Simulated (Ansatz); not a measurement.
# Work function of Y(0001): what the settings cost and change

Aim: the work function of Y(0001) across levels of theory at one geometry.

Main program and level: Ansatz 0.2.0; plane-wave DFT, PBE, Ansatz PAW, in the first sound run; inputs show where later runs differ.

### Step 1. Set-up

The cell holds 7 atoms: 7 Y. Cell: a = 3.650 Å, b = 3.650 Å, c = 35.202 Å, α = 90.0°, β = 90.0°, γ = 60.0°. Vacuum lies along c.

As a file:

```
Y
1.0
     3.65000    0.00000    0.00000
     1.82500    3.16099    0.00000
     0.00000    0.00000   35.20245
Y
7
Direct
  0.00000 0.00000 0.25566
  0.66667 0.66667 0.33711
  0.00000 0.00000 0.41855
  0.66667 0.66667 0.50000
  0.00000 0.00000 0.58145
  0.66667 0.66667 0.66289
  0.00000 0.00000 0.74434
```

### Step 2. Run, setting PBE, Ansatz PAW (420 eV)

A work function rests on the faint tail of the density, so the SCF threshold is tight. PBE on the default files comes first; the next runs keep the geometry and change functional or files, each at the cutoff that its files recommend; a relaxation and, for heavy metals, spin-orbit coupling close the ladder.

input.yaml reads:

```yaml
crystal:
  lattice:
    - [3.65, 0.0, 0.0]
    - [1.825, 3.1609927238, 0.0]
    - [0.0, 0.0, 35.20245]
  atoms:
    - { symbol: "Y", position: [0.0, 0.0, 0.2556640234] }
    - { symbol: "Y", position: [0.6666666667, 0.6666666667, 0.3371093489] }
    - { symbol: "Y", position: [0.0, 0.0, 0.4185546745] }
    - { symbol: "Y", position: [0.6666666667, 0.6666666667, 0.5] }
    - { symbol: "Y", position: [0.0, 0.0, 0.5814453255] }
    - { symbol: "Y", position: [0.6666666667, 0.6666666667, 0.6628906511] }
    - { symbol: "Y", position: [0.0, 0.0, 0.7443359766] }
kpoints:
  mp_grid: { grid: [13, 13, 1] }
hamiltonian:
  xc: pbe
scf:
  occupations: { method: fermi_dirac, width: 0.1 }
  convergence: { dr2_threshold: 1.0e-09 }
efield:
  axis: 3
  dipole_correction: true
  ramp_position: 0.97
  ramp_width: 0.06
output:
  write_potential: true
  write_density: true
  volumetric_format: npy
  elf: true
```

Command:

```bash
$ ansatz run input.yaml --threads 2 --pin off --max-ram 3072MiB --backend cpu --events-out ev --progress --plain --runs-dir out
```

Log:

```text
Engine: ansatz 0.2.0, aarch64-unknown-linux-gnu
Pseudopotentials: kind: paw
Pseudopotential: Y, paw, valence charge 11, recommended cutoff 420 eV (normal), Y.paw.azcp
Functional definition: PBE
  parameter kappa = 0.804
  parameter beta = 0.066725
  exchange = pbe_x(kappa = kappa, mu = beta*pi^2/3)
  correlation = pbe_c(beta = beta)
Crystal: 7 atoms, lattice volume = 406.153 Å³
Basis set: ecut = 420 eV, 7797 PW (Γ)
Bands: 47, of which v1, the nominal top of the filled ones, is band 39 counted from 1 (38 counted from 0)
Symmetry: 6 space group operations
k-points: 21 of 169 (time reversal used)
Non-local potential: Y, projectors of the file, l = 0: 3, l = 1: 2, l = 2: 2, l = 3: 1
PAW form: soft (Blöchl's): semilocal exchange-correlation on the pseudo side does not see the compensation charge
PAW one-centre angular grid: Y, 590 points (default); XC on 64 Gauss nodes
Initial density: superposition of atomic densities (neutral atoms: chi_scale 0, normalization atom), corrected by the library's trained network
Initial wavefunctions: pseudopotential atomic-orbital guess
Functional: x = pbe(κ = 0.804, μ = 0.219515), c = pbe(β = 0.066725)
SCF iter   1: F=—  HF=-26939.477976 eV  |F-HF|=—  |Δ(HF+E_count)|=         —  Δρ=2.62e-3  dr2=7.80e-1  ethr=1.77e-3  p=0.000 e·Å  D=1.36e-14 V/Å  ΔV_dip=-0.00 eV  dr2_dipole=7.27e-5  V_vac-E_F(+/−)=2.98/2.98 eV  ⟨swp⟩=7.9  Hψ=9331  notcnv=0
efield: sawtooth ramp at fractional position 0.9700 (set: `efield.ramp_position`, or a place that a band, a saddle search or an elastic batch's reference lends), width 0.0600; the density the first Hamiltonian is built on has a dipole p = 0.000 e·Å; the dipole correction subtracts the counter field D = 1.36e-14 V/Å, which shifts the + side's vacuum level by -0.00 eV against the − side's; the planar-averaged density in the ramp window peaks in size at 5.0e-5 e/Å³
automatic band count: the SCF goes on with 55 bands, as 47 were too few: the levels above may hold too much charge
preconditioner: auto → LDOS  [metal: Δε(μ)=0.006 eV  Ē_g=2.589 eV  σ=0.100 eV  W_gap=0.01  n_scr=64 (ndim 8)  ℏωp=8.4 eV  f_vac=0.379  D(μ)=15.79/eV (n_scr^D=142)  β→1.0]
SCF iter   2: F=—  HF=-26939.466434 eV  |F-HF|=—  |Δ(HF+E_count)|=   1.15e-2  Δρ=9.03e-4  dr2=1.70e-2  ethr=1.01e-3  p=0.000 e·Å  D=2.11e-5 V/Å  ΔV_dip=-0.00 eV  dr2_dipole=4.04e-5  V_vac-E_F(+/−)=3.25/3.25 eV  ⟨swp⟩=1.8  Hψ=1383  notcnv=0
SCF iter   3: F=—  HF=-26939.466218 eV  |F-HF|=—  |Δ(HF+E_count)|=   2.16e-4  Δρ=5.20e-4  dr2=7.18e-3  ethr=2.21e-5  p=-0.000 e·Å  D=-9.30e-6 V/Å  ΔV_dip=0.00 eV  dr2_dipole=6.22e-7  V_vac-E_F(+/−)=3.30/3.30 eV  ⟨swp⟩=2.0  Hψ=1831  notcnv=0
SCF iter   4: F=—  HF=-26939.465723 eV  |F-HF|=—  |Δ(HF+E_count)|=   4.95e-4  Δρ=1.30e-4  dr2=1.97e-4  ethr=9.33e-6  p=-0.000 e·Å  D=-6.30e-6 V/Å  ΔV_dip=0.00 eV  dr2_dipole=1.32e-10  V_vac-E_F(+/−)=3.33/3.33 eV  ⟨swp⟩=2.0  Hψ=1317  notcnv=0
SCF iter   5: F=—  HF=-26939.465733 eV  |F-HF|=—  |Δ(HF+E_count)|=   1.00e-5  Δρ=4.03e-5  dr2=3.18e-5  ethr=2.56e-7  p=-0.000 e·Å  D=-2.84e-6 V/Å  ΔV_dip=0.00 eV  dr2_dipole=1.87e-8  V_vac-E_F(+/−)=3.36/3.36 eV  ⟨swp⟩=2.0  Hψ=1842  notcnv=0
SCF iter   6: F=—  HF=-26939.465741 eV  |F-HF|=—  |Δ(HF+E_count)|=   7.85e-6  Δρ=2.34e-5  dr2=1.97e-5  ethr=4.13e-8  p=-0.000 e·Å  D=-1.83e-6 V/Å  ΔV_dip=0.00 eV  dr2_dipole=1.66e-8  V_vac-E_F(+/−)=3.37/3.37 eV  ⟨swp⟩=3.0  Hψ=2056  notcnv=0
SCF iter   7: F=—  HF=-26939.465738 eV  |F-HF|=—  |Δ(HF+E_count)|=   2.32e-6  Δρ=7.39e-6  dr2=1.09e-6  ethr=2.56e-8  p=-0.000 e·Å  D=-4.83e-7 V/Å  ΔV_dip=0.00 eV  dr2_dipole=3.73e-9  V_vac-E_F(+/−)=3.37/3.37 eV  ⟨swp⟩=1.0  Hψ=1155  notcnv=0
SCF iter   8: F=—  HF=-26939.465898 eV  |F-HF|=—  |Δ(HF+E_count)|=   1.59e-4  Δρ=2.54e-6  dr2=7.04e-8  ethr=1.41e-9  p=-0.000 e·Å  D=-1.12e-7 V/Å  ΔV_dip=0.00 eV  dr2_dipole=1.63e-11  V_vac-E_F(+/−)=3.37/3.37 eV  ⟨swp⟩=2.1  Hψ=1519  notcnv=0
SCF iter   9: F=—  HF=-26939.465898 eV  |F-HF|=—  |Δ(HF+E_count)|=   7.83e-9  Δρ=9.21e-7  dr2=1.97e-8  ethr=9.14e-11  p=-0.000 e·Å  D=-4.18e-8 V/Å  ΔV_dip=0.00 eV  dr2_dipole=2.14e-12  V_vac-E_F(+/−)=3.37/3.37 eV  ⟨swp⟩=2.8  Hψ=1994  notcnv=0
SCF iter  10: F=—  HF=-26939.465898 eV  |F-HF|=—  |Δ(HF+E_count)|=  2.15e-10  Δρ=3.97e-7  dr2=3.59e-9  ethr=2.55e-11  p=-0.000 e·Å  D=-1.37e-8 V/Å  ΔV_dip=0.00 eV  dr2_dipole=5.49e-12  V_vac-E_F(+/−)=3.37/3.37 eV  ⟨swp⟩=1.0  Hψ=1155  notcnv=0
SCF iter  11: F=-26939.465898 eV  HF=-26939.465898 eV  |F-HF|=3.13e-10  |Δ(HF+E_count)|=  1.24e-10  Δρ=1.35e-7  dr2=3.30e-10  ethr=1.30e-12  p=0.000 e·Å  D=8.55e-9 V/Å  ΔV_dip=-0.00 eV  dr2_dipole=3.85e-13  V_vac-E_F(+/−)=3.37/3.37 eV  ⟨swp⟩=4.1  Hψ=2346  notcnv=0
SCF 1 converged in 11 iterations: F = -26939.465898 eV  dr2 = 3.30e-10
  greatest PAW one-centre occupation: 0.994 electrons in one spin orbital (limit 2), on the Y atom at site 2 (counted from 0), in its partial waves of l = 0
WARN: The output density's exchange-correlation potential varies sharply where the density is thin. Do not read a vacuum level from v_tot or v_xc, or from such a field of the output density. On a cell that repeats whose density bears no net charge and no dipole along the vacuum's axis use v_es (v_loc + v_h of the components); under efield.dipole_correction with no amplitude use v_es + v_field, which holds any externa [...]
SCF converged after 11 iterations
Free energy (F): -26939.465898 eV
Harris-Foulkes:  -26939.465898 eV  (|F-HF|=3.13e-10)
Internal energy: -26938.979078 eV  (E = F + TS)
E sigma→0 (E₀):  -26939.222488 eV
Entropy (-TS):   -0.486820 eV (-69.546 meV/atom)
Fermi energy:    3.939847 eV
Dipole field:    D = -0.000001 V/Å  (p = -0.000001 e·Å, saw-weighted, corrected)
Work function:   Φ+ = 3.3700 eV   Φ− = 3.3700 eV
Levels:          The Fermi level and band energies are counted from a zero that moves with the ramp; work functions are not
--- Per-component energies (eV) ---
  E_band       = -1275.217019
  E_kinetic    = 2127.482646
  E_local      = -55682.774655  (includes V_loc(G=0)·N_el)
  E_nonlocal   = 351.061177
  E_hartree    = 26843.812891
  E_xc         = -1207.596782
  E_vxc        = -1385.763455  (∫ρ·V_xc dr)
  E_paw        = -19777.432151  (= ΣΔE_a)
  E_vpaw       = -372.845327  (= ΣTr[D̂ρ^β])
  E_aug_tail   = 0.000024  (compensation charges beyond the density's cutoff)
  E_efield     = 0.000000  (sawtooth field / dipole correction)
  E_vefield    = 0.000000  (∫n·V_field dr)
  E_ewald      = 20406.467772
  E_smearing   = -0.486820  (= −TS)
  E_closure    = 0.000000  (closes the sum)
  Σ components = -26939.465898   (vs F -26939.465898, Δ=0.00e0)
--- Band table (eV; the first three rows and the last of 21) ---
  k-point 0: bands = [... 35 lower, 4.1166, 4.1232, 4.6311, 4.7053, 4.7904, 5.1478, 5.4921, 5.4921, ... 12 higher]
  k-point 1: bands = [... 35 lower, 4.1219, 4.1343, 4.5140, 4.5800, 4.7133, 5.1052, 5.3151, 5.3350, ... 12 higher]
  k-point 2: bands = [... 35 lower, 4.0738, 4.1074, 4.2550, 4.2792, 4.5519, 4.8793, 4.9261, 4.9553, ... 12 higher]
  k-point 20: bands = [... 35 lower, 3.5113, 3.5369, 3.6699, 3.6726, 3.9184, 3.9398, 4.2597, 4.3154, ... 12 higher]
```

Elapsed: 87 s, on 2 threads of Arm Neoverse N1, shared host; peak memory 0.86 GiB; 2.2 min of CPU time.

Read from the output:

* energy at zero smearing: -26939.2225 eV
* work function, upper face: 3.370 eV

Running mean over 2.867 Å of the planar mean; the ramp of the sawtooth is left out. Electron's electrostatic potential energy less the Fermi level against z:

z (Å), electron's electrostatic potential energy less the Fermi level (eV) and a bar from the least value:
```
        4       3.36 ##############################
        5       3.32 ##############################
        6       3.02 #############################
        7       1.14 #######################
        8      -4.08 ######
        9      -5.84 
       10      -5.58 #
       11      -5.44 #
       12      -5.47 #
       13      -5.52 #
       14      -5.55 #
       15      -5.54 #
       16      -5.54 #
       17      -5.53 #
       18      -5.53 #
       19      -5.53 #
       20      -5.54 #
       21      -5.55 #
       22      -5.53 #
       23      -5.48 #
       24      -5.44 #
       25      -5.53 #
       26      -5.82 
       27      -4.87 ###
       28       0.22 ####################
       29       2.86 ############################
       30       3.30 ##############################
       31       3.36 ##############################
```

Electrostatic potential energy in the ca plane at fractional y = 0.000, with atoms of Y within 0.2 Å of it. With pseudopotentials it is smooth inside the atoms' cores, unlike the true potential.

Ten even steps from '0' (-51 eV) to '9' (7 eV), each cell a mean:
```
04899999999861001589999999985100168999999999
37899999999974214789999999987412478999999999
78999988999987667899998899998766789999999999
99999888899999889999988889999988999999999999
99999877889999999999987789999999999999999999
99999877889999999999987789999999999999999999
89999888899998888999988889999888899999999999
57999999999986446899999999998644689999999999
15899999999862002689999999986200268999999999
04899999999851000589999999984000058999999999
```
Columns run along c (16.0 Å, from fractional 0.43 to 0.89 of the cell; values clipped at the 3rd and 97th percentile), rows up along a (3.6 Å). Atoms in or near the plane, at fractional coordinates: Y at (0.58, 0.00), Y at (0.74, 0.00).

ELF in the ca plane at fractional y = 0.000, with atoms of Y within 0.2 Å of it. It is the smooth field of the valence electrons, not physical close to the nuclei.

Ten even steps from '0' (0.00) to '9' (0.85), each cell a mean:
```
97236777774169889723677787316988971000000000
84134433444137998313443345313899830011000000
31232111123212453123211112321355311121100000
12431122112431111243112211343211123432100000
35531133212553223553123321355432345542100000
23431133212442212443113311354322234442100000
11232111113311221133111112332222112222100000
62133222233125886213322224312688620111000000
96235655664159999513665666315999951000000000
98236888874179769723788887317966971000000000
```
Columns run along c (16.0 Å, from fractional 0.43 to 0.89 of the cell), rows up along a (3.6 Å). Atoms in or near the plane, at fractional coordinates: Y at (0.58, 0.00), Y at (0.74, 0.00).

Valence density in the ca plane at fractional y = 0.000, with atoms of Y within 0.2 Å of it. It is the smooth field of the valence electrons, not physical close to the nuclei.

Ten even steps from '0' (0.0 e/Å³) to '9' (3.6 e/Å³), each cell a mean:
```
72000000000016997200000000002799610000000000
31000000000003563100000000001355300000000000
10000000000000110000000000000011000000000000
00000000000000000000000000000000000000000000
00000001000000000000000000000000000000000000
00000000000000000000000000000000000000000000
00000000000000000000000000000000000000000000
20000000000001331000000000000133100000000000
62000000000014885100000000001588510000000000
83000000000027998200000000002899720000000000
```
Columns run along c (16.0 Å, from fractional 0.43 to 0.89 of the cell), rows up along a (3.6 Å). Atoms in or near the plane, at fractional coordinates: Y at (0.58, 0.00), Y at (0.74, 0.00).

The work function is 3.370 eV.

### Step 3. Slab

This step: plane-wave DFT, LDA, Ansatz PAW (Ansatz 0.2.0).

input.yaml, as its differences from that of step 2:

```diff
@@ -16,3 +16,3 @@
 hamiltonian:
-  xc: pbe
+  xc: lda
 scf:
@@ -29,2 +29 @@
   volumetric_format: npy
-  elf: true
```

Log:

```text
[...]
Crystal: 7 atoms, lattice volume = 406.153 Å³
Basis set: ecut = 420 eV, 7797 PW (Γ)
Bands: 47, of which v1, the nominal top of the filled ones, is band 39 counted from 1 (38 counted from 0)
Symmetry: 6 space group operations
k-points: 21 of 169 (time reversal used)
[...]
k-point 0: bands = [... 35 lower, 3.9057, 3.9108, 4.4468, 4.5293, 4.5918, 4.9026, 5.2277, 5.2277, ... 12 higher]
  k-point 1: bands = [... 35 lower, 3.9126, 3.9240, 4.3205, 4.4100, 4.4931, 4.8565, 5.0578, 5.0770, ... 12 higher]
  k-point 2: bands = [... 35 lower, 3.8632, 3.9098, 4.0354, 4.1062, 4.3094, 4.6284, 4.6784, 4.7066, ... 12 higher]
  k-point 20: bands = [... 35 lower, 3.3140, 3.3412, 3.4623, 3.4626, 3.6937, 3.7065, 4.0606, 4.1100, ... 12 higher]
[key lines of the parts left out:]
SCF converged after 10 iterations
Free energy (F): -26217.193028 eV
Fermi energy:    3.727685 eV
Dipole field:    D = 0.000002 V/Å  (p = 0.000004 e·Å, saw-weighted, corrected)
Work function:   Φ+ = 3.5298 eV   Φ− = 3.5299 eV
```

Run time: 78 s. Hardware: 2 threads; peak memory 0.84 GiB; 2.2 min of CPU time.

The work function is 3.530 eV, +0.160 eV from the run “PBE, Ansatz PAW (420 eV)”, at 0.97 times its CPU time.

### Step 4. Slab

This step: plane-wave DFT, PBEsol, Ansatz PAW (Ansatz 0.2.0).

input.yaml, as its differences from that of step 3:

```diff
@@ -16,3 +16,3 @@
 hamiltonian:
-  xc: lda
+  xc: pbesol
 scf:
```

Log:

```text
[...]
Crystal: 7 atoms, lattice volume = 406.153 Å³
Basis set: ecut = 420 eV, 7797 PW (Γ)
Bands: 47, of which v1, the nominal top of the filled ones, is band 39 counted from 1 (38 counted from 0)
Symmetry: 6 space group operations
k-points: 21 of 169 (time reversal used)
[...]
k-point 0: bands = [... 35 lower, 4.0320, 4.0384, 4.5477, 4.6274, 4.7012, 5.0527, 5.3924, 5.3924, ... 12 higher]
  k-point 1: bands = [... 35 lower, 4.0372, 4.0496, 4.4290, 4.5020, 4.6221, 5.0100, 5.2161, 5.2361, ... 12 higher]
  k-point 2: bands = [... 35 lower, 3.9878, 4.0241, 4.1657, 4.1997, 4.4586, 4.7821, 4.8287, 4.8595, ... 12 higher]
  k-point 20: bands = [... 35 lower, 3.4257, 3.4506, 3.5811, 3.5844, 3.8272, 3.8447, 4.1755, 4.2285, ... 12 higher]
[key lines of the parts left out:]
SCF converged after 11 iterations
Free energy (F): -26564.057959 eV
Fermi energy:    3.852550 eV
Dipole field:    D = -0.000000 V/Å  (p = -0.000001 e·Å, saw-weighted, corrected)
Work function:   Φ+ = 3.4219 eV   Φ− = 3.4219 eV
```

The job ended after 2.3 min (2 threads; peak memory 0.86 GiB).

The work function is 3.422 eV, +0.052 eV from the run “PBE, Ansatz PAW (420 eV)”, at 0.99 times its CPU time.

### Step 5. Run

This step: plane-wave DFT, RPBE, Ansatz PAW (Ansatz 0.2.0).

input.yaml, as its differences from that of step 4:

```diff
@@ -16,3 +16,3 @@
 hamiltonian:
-  xc: pbesol
+  xc: rpbe
 scf:
```

Log:

```text
[...]
Crystal: 7 atoms, lattice volume = 406.153 Å³
Basis set: ecut = 420 eV, 7797 PW (Γ)
Bands: 47, of which v1, the nominal top of the filled ones, is band 39 counted from 1 (38 counted from 0)
Symmetry: 6 space group operations
k-points: 21 of 169 (time reversal used)
[...]
k-point 0: bands = [... 35 lower, 4.2218, 4.2287, 4.7191, 4.7835, 4.8906, 5.2590, 5.6094, 5.6094, ... 12 higher]
  k-point 1: bands = [... 35 lower, 4.2257, 4.2380, 4.6059, 4.6597, 4.8184, 5.2183, 5.4300, 5.4499, ... 12 higher]
  k-point 2: bands = [... 35 lower, 4.1754, 4.2019, 4.3595, 4.3622, 4.6646, 4.9936, 5.0380, 5.0677, ... 12 higher]
  k-point 20: bands = [... 35 lower, 3.6062, 3.6304, 3.7683, 3.7713, 4.0233, 4.0496, 4.3520, 4.4098, ... 12 higher]
[key lines of the parts left out:]
SCF converged after 10 iterations
Free energy (F): -26987.137479 eV
Fermi energy:    4.038677 eV
Dipole field:    D = -0.000000 V/Å  (p = -0.000000 e·Å, saw-weighted, corrected)
Work function:   Φ+ = 3.2696 eV   Φ− = 3.2696 eV
```

Elapsed: 99 s, on 2 threads; peak memory 0.86 GiB.

The work function is 3.270 eV, -0.100 eV from the run “PBE, Ansatz PAW (420 eV)”, at 0.96 times its CPU time.

### Step 6. Slab

This step: plane-wave DFT, r2SCAN, Ansatz PAW (Ansatz 0.2.0).

input.yaml, as its differences from that of step 5:

```diff
@@ -16,3 +16,3 @@
 hamiltonian:
-  xc: rpbe
+  xc: r2scan
 scf:
```

Log:

```text
[...]
Crystal: 7 atoms, lattice volume = 406.153 Å³
Basis set: ecut = 500 eV, 10413 PW (Γ), exchange–correlation on 108×108×1080 points (64 copies of the dense FFT grid, shifted against one another)
Bands: 47, of which v1, the nominal top of the filled ones, is band 39 counted from 1 (38 counted from 0)
Symmetry: 6 space group operations
[...]
k-point 0: bands = [... 35 lower, 4.1083, 4.1137, 4.6308, 4.6323, 4.8753, 5.3080, 5.7067, 5.7067, ... 4 higher]
  k-point 1: bands = [... 35 lower, 4.1129, 4.1198, 4.5137, 4.5296, 4.8120, 5.2698, 5.5061, 5.5265, ... 4 higher]
  k-point 2: bands = [... 35 lower, 4.0703, 4.0753, 4.2204, 4.3142, 4.6675, 5.0325, 5.0734, 5.1057, ... 4 higher]
  k-point 20: bands = [... 35 lower, 3.4695, 3.4893, 3.6543, 3.6586, 3.9447, 3.9947, 4.2559, 4.3327, ... 4 higher]
[key lines of the parts left out:]
SCF converged after 12 iterations
Free energy (F): -27016.593012 eV
Fermi energy:    3.945351 eV
Dipole field:    D = 0.000001 V/Å  (p = 0.000001 e·Å, saw-weighted, corrected)
Work function:   Φ+ = 3.4275 eV   Φ− = 3.4275 eV
```

Wall time 2.3 min (2 threads); peak memory 1.5 GiB.

The work function is 3.427 eV, +0.057 eV from the run “PBE, Ansatz PAW (420 eV)”, at 1.7 times its CPU time.

### Step 7. Run

This step: plane-wave DFT, PBE, JTH PAW (Ansatz 0.2.0).

input.yaml, as its differences from that of step 6:

```diff
@@ -16,3 +16,4 @@
 hamiltonian:
-  xc: r2scan
+  xc: pbe
+  pseudopotentials: { kind: paw, source: jth }
 scf:
```

Log:

```text
[...]
k-point 0: bands = [... 35 lower, 4.1254, 4.1320, 4.6404, 4.7135, 4.8007, 5.1590, 5.5033, 5.5033, ... 12 higher]
  k-point 1: bands = [... 35 lower, 4.1309, 4.1432, 4.5236, 4.5884, 4.7240, 5.1166, 5.3262, 5.3460, ... 12 higher]
  k-point 2: bands = [... 35 lower, 4.0835, 4.1166, 4.2655, 4.2880, 4.5630, 4.8905, 4.9370, 4.9663, ... 12 higher]
  k-point 20: bands = [... 35 lower, 3.5211, 3.5467, 3.6798, 3.6825, 3.9284, 3.9500, 4.2693, 4.3252, ... 12 higher]
[key lines of the parts left out:]
SCF converged after 14 iterations
Free energy (F): -26913.431418 eV
Fermi energy:    3.949986 eV
Dipole field:    D = -0.000000 V/Å  (p = -0.000001 e·Å, saw-weighted, corrected)
Work function:   Φ+ = 3.3744 eV   Φ− = 3.3744 eV
```

Wall time 4.9 min (2 threads); peak memory 2.1 GiB.

The work function is 3.374 eV, +0.004 eV from the run “PBE, Ansatz PAW (420 eV)”, at 3.2 times its CPU time.

(Continued in part 2 of 2.)

[Long decimals in the printed logs are rounded to 6 places.]

[Logs are printed without paths, hosts, clocks, repeated set-up lines and the standing remarks that a program may print on its own settings, such as how far it seeks lower states.]

[Hosts, paths, dates, database ids (printed as entryN), source tags and the programs' standing remarks are cut or masked in the printed files.]

[Maps of the electrostatic potential energy from Ansatz leave out the sawtooth potential of an applied field or a dipole correction, so their vacuum need not be flat; planar profiles and work functions include it.]
